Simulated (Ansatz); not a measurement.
## Bands, cutoff and cost in G0W0 for BAs (F-43m)

How do accuracy and time trade against each other in G0W0 on BAs (F-43m)?

Calculated with Ansatz 0.2.0; G0W0 on PBE, plane waves, PAW.

### 1. The starting structure

Symmetry: F-43m, No. 216, cubic system. Conventional cell: a = 4.777 Å, b = 4.777 Å, c = 4.777 Å, α = 90.00°, β = 90.00°, γ = 90.00°. B has 4 As at 2.07 Å nearest. As has 4 B at 2.07 Å nearest. Farther neighbours are not listed.

The cell and positions come from the Crystallography Open Database and are kept as given unless a step says otherwise. The default PAW set here is soft_2. Its files were made with PBE.

### 2. 28 empty bands, screening to 60 eV

Now the one-shot GW correction: screening in the RPA, then the self-energy of the levels asked for.

File input.yaml:

```yaml
crystal:
  lattice:
    - [0.0, 2.3885, 2.3885]
    - [2.3885, 0.0, 2.3885]
    - [2.3885, 2.3885, 0.0]
  atoms:
    - { symbol: B, position: [0.0, 0.0, 0.0] }
    - { symbol: As, position: [0.25, 0.25, 0.25] }
kpoints:
  mp_grid: { grid: [6, 6, 6] }
hamiltonian:
  xc: pbe
scf:
  occupations: { method: fixed }
gw:
  n_empty_bands: 28
  ecut_chi: 60
  qp_bands: [v2, c2]
  qp_kpoints: band_edges
  screening: { model: contour_deformation }
```

Run with:

```bash
$ ansatz run input.yaml --threads 3 --pin off --max-ram 92160MiB --backend cuda --events-out ev --progress --plain --runs-dir out --devices 1 --max-vram 13GiB  # rebuilt from the run's record
```

Numbers of over 12 decimals in the logs are rounded to 6 here.

Output:

```text
GPUs: using 1 of 1 available (devices: 1).
Engine: ansatz 0.2.0, x86_64-unknown-linux-gnu
Pseudopotentials: kind: paw
Pseudopotential: B, paw, valence charge 3, recommended cutoff 420 eV (normal), B.paw.azcp
Pseudopotential: As, paw, valence charge 15, recommended cutoff 420 eV (normal), As.paw.azcp
Functional definition: PBE
  parameter kappa = 0.804
  parameter beta = 0.066725
  exchange = pbe_x(kappa = kappa, mu = beta*pi^2/3)
  correlation = pbe_c(beta = beta)
device memory: the entry about to start is reckoned to put 0.4 GiB on a device that reports 46.4 GiB free (of which the cap on the GPU budget leaves the run 13.0 GiB)
GPU FFT provider: cuFFT
GPU libraries: cuBLAS 13.8.2, cuFFT 12.4.0, cuSOLVER 12.3.4
Crystal: 2 atoms, lattice volume = 27.252 Å³
Basis set: ecut = 420 eV, 531 PW (Γ)
Bands: 13, of which v1, the nominal top of the filled ones, is band 9 counted from 1 (8 counted from 0)
Symmetry: 24 space group operations
Space group: F-43m (ITA 216), of the structure as read, at distance tolerance 3.0e-5 Å
k-points: 16 of 216 (time reversal used)
Non-local potential: B, projectors of the file, l = 0: 2, l = 1: 2, l = 2: 1
Non-local potential: As, projectors of the file, l = 0: 2, l = 1: 2, l = 2: 3, l = 3: 1
PAW form: soft (Blöchl's): semilocal exchange-correlation on the pseudo side does not see the compensation charge
PAW one-centre angular grid: B, 110 points (default); XC on 64 Gauss nodes
PAW one-centre angular grid: As, 590 points (default); XC on 64 Gauss nodes
Initial density: superposition of atomic densities (neutral atoms: chi_scale 0, normalization atom), corrected by the library's trained network
Initial wavefunctions: pseudopotential atomic-orbital guess
GPU buffer pool allocated for 13824 grid points (all kernels)
GPU transforms: local potential and band sums: pruned to the plane-wave sphere, on 24×24×24
Functional: x = pbe(κ = 0.804, μ = 0.219515), c = pbe(β = 0.066725)
SCF iter   1: F=—  HF=-5012.081499 eV  |F-HF|=—  |Δ(HF+E_count)|=         —  Δρ=8.68e-4  dr2=1.36e-4  ethr=1.77e-3  ⟨swp⟩=4.2  Hψ=1063  notcnv=0  defer=20
preconditioner: auto → none  [insulator: Δε(μ)=1.284 eV  Ē_g=12.417 eV  n_scr=8 (ndim 8)  ℏωp=20.1 eV  f_vac=0.001  ε∞_Penn≈3.6]
SCF iter   2: F=—  HF=-5012.081534 eV  |F-HF|=—  |Δ(HF+E_count)|=   3.53e-5  Δρ=4.45e-4  dr2=2.84e-5  ethr=7.56e-7  ⟨swp⟩=2.8  Hψ=502  notcnv=0  defer=27
SCF iter   3: F=—  HF=-5012.081573 eV  |F-HF|=—  |Δ(HF+E_count)|=   3.90e-5  Δρ=1.92e-4  dr2=5.66e-6  ethr=1.58e-7  ⟨swp⟩=2.0  Hψ=350  notcnv=0  defer=11
SCF iter   4: F=—  HF=-5012.081585 eV  |F-HF|=—  |Δ(HF+E_count)|=   1.12e-5  Δρ=2.92e-5  dr2=1.29e-7  ethr=3.15e-8  ⟨swp⟩=2.0  Hψ=272  notcnv=0  defer=24
iter 5 did not close the SCF: its close was put off for the readings that it lacked (scf_convergence_deferred on its scf_iter line)
SCF iter   5: F=-5012.081585 eV  HF=-5012.081585 eV  |F-HF|=8.64e-9  |Δ(HF+E_count)|=   1.08e-7  Δρ=9.52e-6  dr2=2.48e-8  ethr=7.14e-10  ⟨swp⟩=2.0  Hψ=352  notcnv=0  defer=25
SCF iter   6: F=-5012.081585 eV  HF=-5012.081585 eV  |F-HF|=4.13e-10  |Δ(HF+E_count)|=   1.78e-8  Δρ=2.47e-6  dr2=1.29e-9  ethr=1.38e-10  ⟨swp⟩=3.1  Hψ=839  notcnv=0
SCF 1 converged in 6 iterations: F = -5012.081585 eV  dr2 = 1.29e-9
  greatest PAW one-centre occupation: 0.999 electrons in one spin orbital (limit 2), on the As atom at site 1 (counted from 0), in its partial waves of l = 2
device memory: the entry about to start is reckoned to put 0.5 GiB on a device that reports 46.4 GiB free (of which the cap on the GPU budget leaves the run 13.0 GiB)
NSCF: frozen V_eff on 16 k-points, pencils in batches of 32, up to order 52
the band table was solved once the SCF had ended and its energy, with any forces and stress, was formed, with the checks that follow a solve (1149 applications of the Hamiltonian). They found nothing against the state; the energy, forces and stress were not computed again (output.eigenvalues in the input reference)
device memory: the entry about to start is reckoned to put 0.9 GiB on a device that reports 46.4 GiB free (of which the cap on the GPU budget leaves the run 13.0 GiB)
NSCF: frozen V_eff on 16 k-points
G₀W₀ screening: q 1/16
[... further progress lines ...]
device memory: the entry about to start is reckoned to put 0.3 GiB on a device that reports 46.0 GiB free (of which the cap on the GPU budget leaves the run 13.0 GiB)
NSCF: frozen V_eff on 1 k-points
device memory: the entry about to start is reckoned to put 0.3 GiB on a device that reports 46.0 GiB free (of which the cap on the GPU budget leaves the run 13.0 GiB)
NSCF: frozen V_eff on 1 k-points
SCF converged after 6 iterations
Free energy (F): -5012.081585 eV
Harris-Foulkes:  -5012.081585 eV  (|F-HF|=4.13e-10)
Internal energy: -5012.081585 eV  (E = F + TS)
E sigma→0 (E₀):  -5012.081585 eV
Fermi energy:    11.131865 eV
--- Per-component energies (eV) ---
  E_band       = -210.158661
  E_kinetic    = 152.187512
  E_local      = -1694.073152  (includes V_loc(G=0)·N_el)
  E_nonlocal   = -657.821424
  E_hartree    = 940.154862
  E_xc         = -111.434983
  E_vxc        = -117.669040  (∫ρ·V_xc dr)
  E_paw        = -1915.319408  (= ΣΔE_a)
  E_vpaw       = 226.906938  (= ΣTr[D̂ρ^β])
  E_aug_tail   = 0.000007  (compensation charges beyond the density's cutoff)
  E_ewald      = -1725.774997
  E_smearing   = -0.000000  (= −TS)
  E_closure    = 0.000000  (closes the sum)
  Σ components = -5012.081585   (vs F -5012.081585, Δ=0.00e0)
--- Band table (eV; the first three rows and the last of 16) ---
  k-point 0: bands = [... 5 lower, -4.2734, 11.1319, 11.1319, 11.1319, 14.4103, 14.4103, 14.4103, 15.8058]
  k-point 1: bands = [... 5 lower, -3.8203, 8.1749, 10.4508, 10.4508, 14.4318, 15.2984, 15.2984, 17.7796]
  k-point 2: bands = [... 5 lower, -2.5541, 4.3959, 9.6171, 9.6171, 13.9926, 15.9691, 15.9691, 19.8275]
  k-point 15: bands = [... 5 lower, 0.0262, 2.9360, 5.9840, 6.1810, 14.9163, 15.1259, 19.8006, 20.0341]
--- G₀W₀: contour deformation, 6 samples at zero and on the imaginary axis and 1 off it, 216 q-points, 28 empty bands' worth ---
  eigenvalues of the whole cell's RPA ε∞ on this k-mesh (on a slab, of 1 + 4πα/V) = 10.8844, 10.8844, 10.8844; static W/v taken at q = 0 is 0.091874
  bands read: the sum over 37 bands ends inside a degenerate multiplet in 4 slots, whose members it reads at an even weight; the widest, k=0: bands 36 to 38 (counted from 1) at 2/3 each
  gw.qp_kpoints: band_edges: 8 of 16 stored k-points solved, in 2 passes; an edge of the gap read off the rows below is read off those points alone
    valence top: of the k-points left out ik 8 came nearest to being solved in a further pass, in band 9 (counted from 1, as in the quasiparticle table): it holds the edge there only if its correction is more favourable than any solved in that band by at least 0.890 eV; those differ by 0.321 eV
    conduction bottom: of the k-points left out ik 11 came nearest to being solved in a further pass, in band 10 (counted from 1, as in the quasiparticle table): it holds the edge there only if its correction is more favourable than any solved in that band by at least 1.093 eV; those differ by 0.472 eV
    ik  band        ε_KS         Σx   Σc(E_QP)       V_xc       Z   E_QP_lin       E_QP  E_QP is
     0     8     11.1319   -16.4505     1.4436   -15.0505  0.7984    11.1755    11.1755  root
     0     9     11.1319   -16.4505     1.4436   -15.0505  0.7984    11.1755    11.1755  root
     0    10     14.4103    -9.1505    -3.9294   -13.8090  0.7971    15.1443    15.1394  root
     0    11     14.4103    -9.1505    -3.9294   -13.8090  0.7971    15.1443    15.1394  root
     1     8     10.4508   -16.3794     1.6074   -14.7644  0.7956    10.4432    10.4432  root
     1     9     10.4508   -16.3794     1.6074   -14.7644  0.7956    10.4432    10.4432  root
     1    10     14.4318    -9.5952    -4.1236   -14.5206  0.7931    15.2399    15.2337  root
     1    11     15.2984    -9.0525    -4.2065   -14.0341  0.7901    16.0799    16.0734  root
     2     8      9.6171   -16.6288     1.9647   -14.5845  0.7904     9.5375     9.5376  root
     2     9      9.6171   -16.6288     1.9647   -14.5845  0.7904     9.5375     9.5376  root
     2    10     13.9926    -9.9107    -4.0782   -14.7657  0.7946    14.7747    14.7693  root
     2    11     15.9691    -8.2785    -4.5086   -13.5230  0.7864    16.7117    16.7050  root
     3     8      9.3116   -16.7561     2.1076   -14.5437  0.7883     9.2067     9.2068  root
     3     9      9.3116   -16.7561     2.1076   -14.5437  0.7883     9.2067     9.2068  root
     3    10     13.8206   -10.0479    -4.0495   -14.8660  0.7952    14.5944    14.5893  root
     3    11     15.9236    -7.9223    -4.5048   -13.1086  0.7889    16.6106    16.6050  root
     4     8      9.4219   -16.3046     1.9068   -14.2972  0.7898     9.3211     9.3212  root
     4     9      9.4219   -16.3046     1.9068   -14.2972  0.7898     9.3211     9.3212  root
     4    10     13.3812    -8.6201    -3.7740   -12.9954  0.8015    13.9853    13.9826  root
     4    11     16.7726    -8.6378    -5.0568   -14.5335  0.7686    17.6221    17.6115  root
     9     8      7.6777   -16.7027     2.6175   -13.8465  0.7743     7.4383     7.4390  root
     9     9      7.6777   -16.7027     2.6175   -13.8465  0.7743     7.4383     7.4390  root
     9    10     12.4124    -8.3082    -3.6429   -12.3954  0.8062    12.8581    12.8567  root
     9    11     14.2701    -7.1577    -4.2668   -11.8727  0.8021    14.7201    14.7182  root
    10     8      6.1303   -16.5149     3.0880   -13.0850  0.7551     5.7866     5.7885  root
    10     9      7.4734   -16.7869     2.7126   -13.8222  0.7720     7.2206     7.2213  root
    10    10     12.9724    -7.8869    -3.8646   -12.1857  0.8060    13.4080    13.4066  root
    10    11     15.0109    -7.5970    -4.4135   -12.5809  0.7931    15.5849    15.5813  root
    12     8      7.0555   -16.8511     2.8697   -13.7043  0.7675     6.7774     6.7784  root
    12     9      7.0555   -16.8511     2.8697   -13.7043  0.7675     6.7774     6.7784  root
    12    10     12.5682    -7.9415    -3.7627   -12.0336  0.8060    12.8984    12.8976  root
    12    11     12.5786    -7.6522    -3.8428   -11.9417  0.8100    13.0268    13.0254  root
```

Run time: 3.6 s. Hardware: 1 × NVIDIA H100 80GB HBM3 (shared by 6 runs) with 3 threads of AMD EPYC 7R13 (Zen 3), shared host; peak memory 1 GiB.

Reading the cycles: dr2 is the Hartree energy of the density residual (eV), the measure of convergence; HF is the Harris–Foulkes estimate of the energy, which meets the free energy F at convergence.

This step gave:

```
bands summed                                 : 37
RPA ε∞ on this mesh (eigenvalues)            : 10.88, 10.88, 10.88
plane waves in the screening matrix          : 27
q-points in the mesh                         : 216
G0W0 gap on the mesh                         : 1.681 eV
k of the valence top                         : 0, 0, 0
k of the conduction bottom                   : 0, 0.3333, 0.3333
starting gap on the mesh                     : 1.281 eV
Z at the valence top                         : 0.7984
Z at the conduction bottom                   : 0.8062
least direct G0W0 gap on the computed points : 3.964 eV
```

The gap on the mesh goes from 1.28 eV to 1.68 eV, a correction of +0.40 eV. Between the two edge states, bare exchange in place of the xc potential would open the gap by 5.49 eV, and correlation takes back 5.09 eV.

### 3. 81 empty bands, screening to 120 eV

Bands and screening cutoff are moved together, since each hides the error of the other.

Edit input.yaml of step 2 so:

```diff
@@ -15,4 +15,4 @@
 gw:
-  n_empty_bands: 28
-  ecut_chi: 60
+  n_empty_bands: 81
+  ecut_chi: 120
   qp_bands: [v2, c2]
```

Output:

```text
GPUs: using 1 of 1 available (devices: 1).
[...]
GPU FFT provider: cuFFT
GPU libraries: cuBLAS 13.8.2, cuFFT 12.4.0, cuSOLVER 12.3.4
Crystal: 2 atoms, lattice volume = 27.252 Å³
Basis set: ecut = 420 eV, 531 PW (Γ)
Bands: 13, of which v1, the nominal top of the filled ones, is band 9 counted from 1 (8 counted from 0)
Symmetry: 24 space group operations
[...]
k-points: 16 of 216 (time reversal used)
[...]
GPU buffer pool allocated for 13824 grid points (all kernels)
[...]
SCF iter   1: F=—  HF=-5012.081499 eV  |F-HF|=—  |Δ(HF+E_count)|=         —  Δρ=8.68e-4  dr2=1.36e-4  ethr=1.77e-3  ⟨swp⟩=4.2  Hψ=1063  notcnv=0  defer=20
[...]
SCF iter   6: F=-5012.081585 eV  HF=-5012.081585 eV  |F-HF|=4.13e-10  |Δ(HF+E_count)|=   1.78e-8  Δρ=2.47e-6  dr2=1.29e-9  ethr=1.38e-10  ⟨swp⟩=3.1  Hψ=839  notcnv=0
SCF 1 converged in 6 iterations: F = -5012.081585 eV  dr2 = 1.29e-9
[...]
NSCF: frozen V_eff on 16 k-points, pencils in batches of 32, up to order 52
[...]
NSCF: frozen V_eff on 16 k-points
G₀W₀ screening: q 1/16
[... further progress lines ...]
[...]
SCF converged after 6 iterations
Free energy (F): -5012.081585 eV
[...]
Internal energy: -5012.081585 eV  (E = F + TS)
E sigma→0 (E₀):  -5012.081585 eV
Fermi energy:    11.131865 eV
[...]
--- Band table (eV; the first three rows and the last of 16) ---
  k-point 0: bands = [... 5 lower, -4.2734, 11.1319, 11.1319, 11.1319, 14.4103, 14.4103, 14.4103, 15.8058]
  k-point 1: bands = [... 5 lower, -3.8203, 8.1749, 10.4508, 10.4508, 14.4318, 15.2984, 15.2984, 17.7796]
  k-point 2: bands = [... 5 lower, -2.5541, 4.3959, 9.6171, 9.6171, 13.9926, 15.9691, 15.9691, 19.8275]
  k-point 15: bands = [... 5 lower, 0.0262, 2.9360, 5.9840, 6.1810, 14.9163, 15.1259, 19.8006, 20.0341]
[...]
0     8     11.1319   -16.4505     0.9519   -15.0505  0.7943    10.6826    10.6838  root
     0     9     11.1319   -16.4505     0.9519   -15.0505  0.7943    10.6826    10.6838  root
     0    10     14.4103    -9.1505    -4.3146   -13.8090  0.7941    14.7553    14.7542  root
     0    11     14.4103    -9.1505    -4.3146   -13.8090  0.7941    14.7553    14.7542  root
     1     8     10.4508   -16.3794     1.1397   -14.7644  0.7919     9.9741     9.9755  root
     1     9     10.4508   -16.3794     1.1397   -14.7644  0.7919     9.9741     9.9755  root
     1    10     14.4318    -9.5952    -4.5438   -14.5206  0.7898    14.8148    14.8134  root
     1    11     15.2984    -9.0525    -4.6094   -14.0341  0.7868    15.6719    15.6705  root
[...]
12     8      7.0555   -16.8511     2.4910   -13.7043  0.7652     6.3937     6.3997  root
    12     9      7.0555   -16.8511     2.4910   -13.7043  0.7652     6.3937     6.3997  root
    12    10     12.5682    -7.9415    -4.0343   -12.0336  0.8042    12.6261    12.6261  root
    12    11     12.5786    -7.6522    -4.1311   -11.9417  0.8086    12.7372    12.7370  root
```

Run time: 3.9 s. Hardware: 1 × NVIDIA H100 80GB HBM3 (shared by 6 runs) with 3 threads; peak memory 1 GiB; 6 s of CPU time.

Numbers from this step:

```yaml
bands_summed: 90
rpa_eps_infinity_on_this_mesh_eigenvalues: 10.60, 10.60, 10.60
plane_waves_in_the_screening_matrix: 65
q_points_in_the_mesh: 216
g0w0_gap_on_the_mesh: 1.872 eV
k_of_the_valence_top: 0, 0, 0
k_of_the_conduction_bottom: 0, 0.3333, 0.3333
starting_gap_on_the_mesh: 1.281 eV
z_at_the_valence_top: 0.7943
z_at_the_conduction_bottom: 0.8043
least_direct_g0w0_gap_on_the_computed_points: 4.070 eV
```

Against the run with 6×6×6 mesh, 28 empty bands, screening to 60 eV, the gap moves by +0.19 eV.

### 4. 175 empty bands, screening to 200 eV

Edit input.yaml of step 3 so:

```diff
@@ -15,4 +15,4 @@
 gw:
-  n_empty_bands: 81
-  ecut_chi: 120
+  n_empty_bands: 175
+  ecut_chi: 200.0
   qp_bands: [v2, c2]
```

Output:

```text
GPUs: using 1 of 1 available (devices: 1).
[...]
GPU FFT provider: cuFFT
GPU libraries: cuBLAS 13.8.2, cuFFT 12.4.0, cuSOLVER 12.3.4
Crystal: 2 atoms, lattice volume = 27.252 Å³
Basis set: ecut = 420 eV, 531 PW (Γ)
Bands: 13, of which v1, the nominal top of the filled ones, is band 9 counted from 1 (8 counted from 0)
Symmetry: 24 space group operations
[...]
k-points: 16 of 216 (time reversal used)
[...]
1    11     15.2984    -9.0525    -4.7561   -14.0341  0.7864    15.5243    15.5238  root
[...]
12     8      7.0555   -16.8511     2.3479   -13.7043  0.7648     6.2476     6.2567  root
    12     9      7.0555   -16.8511     2.3479   -13.7043  0.7648     6.2476     6.2567  root
    12    10     12.5682    -7.9415    -4.1283   -12.0336  0.8040    12.5321    12.5321  root
    12    11     12.5786    -7.6522    -4.2401   -11.9417  0.8083    12.6280    12.6280  root
[key lines of the parts left out:]
SCF converged after 6 iterations
Free energy (F): -5012.081585 eV
Fermi energy:    11.131865 eV
```

The job ended after 6.3 s (1 × NVIDIA H100 80GB HBM3 (shared by 6 runs) with 3 threads; peak memory 1.1 GiB; 11 s of CPU time).

Numbers from this step:

```
bands summed                                 : 184
RPA ε∞ on this mesh (eigenvalues)            : 10.58, 10.58, 10.58
plane waves in the screening matrix          : 169
G0W0 gap on the mesh                         : 1.943 eV
k of the valence top                         : 0, 0, 0
k of the conduction bottom                   : 0, 0.3333, 0.3333
starting gap on the mesh                     : 1.281 eV
least direct G0W0 gap on the computed points : 4.112 eV
```

Against the run with 6×6×6 mesh, 81 empty bands, screening to 120 eV, the gap moves by +0.07 eV.

### 5. Changing the k mesh: 4×4×4 mesh, 81 empty bands, screening to 120 eV

Only the mesh changes. It samples the long-range screening, which converges on its own terms. Bands and cutoff differ from the step before, so it is read against an earlier run that matches them.

input.yaml, the sections that differ from step 4:

```yaml
kpoints:
  mp_grid: { grid: [4, 4, 4] }
gw:
  n_empty_bands: 81
  ecut_chi: 120
  qp_bands: [v2, c2]
  qp_kpoints: band_edges
  screening: { model: contour_deformation }
# crystal, hamiltonian, scf: as in step 4
```

Output:

```text
GPUs: using 1 of 1 available (devices: 1).
[...]
GPU FFT provider: cuFFT
GPU libraries: cuBLAS 13.8.2, cuFFT 12.4.0, cuSOLVER 12.3.4
Crystal: 2 atoms, lattice volume = 27.252 Å³
Basis set: ecut = 420 eV, 531 PW (Γ)
Bands: 13, of which v1, the nominal top of the filled ones, is band 9 counted from 1 (8 counted from 0)
Symmetry: 24 space group operations
[...]
k-points: 8 of 64 (time reversal used)
[...]
1    11     15.8104    -8.6118    -4.9158   -13.8816  0.7884    16.1647    16.1644  root
[...]
6     8      7.0803   -17.0069     2.6576   -13.7037  0.7651     6.4295     6.4348  root
     6     9      7.0803   -17.0069     2.6576   -13.7037  0.7651     6.4295     6.4348  root
     6    10     12.5872    -7.7640    -4.2210   -12.0140  0.8039    12.6162    12.6162  root
     6    11     12.6001    -7.4698    -4.3194   -11.9164  0.8082    12.7274    12.7272  root
[key lines of the parts left out:]
SCF converged after 6 iterations
Free energy (F): -5011.922122 eV
Fermi energy:    11.165030 eV
```

Elapsed: 2.6 s, on 1 × NVIDIA H100 80GB HBM3 (shared by 6 runs) with 3 threads; peak memory 1 GiB; 3.7 s of CPU time.

Numbers from this step:

| Property | Result |
| --- | --- |
| bands summed | 90 |
| RPA ε∞ on this mesh (eigenvalues) | 14.19, 14.19, 14.19 |
| plane waves in the screening matrix | 65 |
| G0W0 gap on the mesh | 1.902 eV |
| k of the valence top | 0, 0, 0 |
| k of the conduction bottom | 0, -0.5, -0.5 |
| starting gap on the mesh | 1.422 eV |
| least direct G0W0 gap on the computed points | 4.040 eV |

Against the run with 6×6×6 mesh, 81 empty bands, screening to 120 eV, the gap moves by +0.03 eV, while the start moved by +0.14 eV. A band edge is found at another k point on this mesh.

(Continued in part 2 of 2.)

[Paths, hosts, dates, memory and timing lines, banners, echoed tables and standing remarks are left out of the program output.]

[Logs are printed without paths, hosts, clocks, repeated set-up lines and the standing remarks that a program may print on its own settings, such as how far it seeks lower states.]

[Runs of the session that timed out or met a known fault of the program may be left out.]

[Cells called generated may have been cut or substituted from an entry of the Crystallography Open Database or the Materials Project.]

[Hosts, paths, dates, database ids (printed as entryN), source tags and the programs' standing remarks are cut or masked in the printed files.]
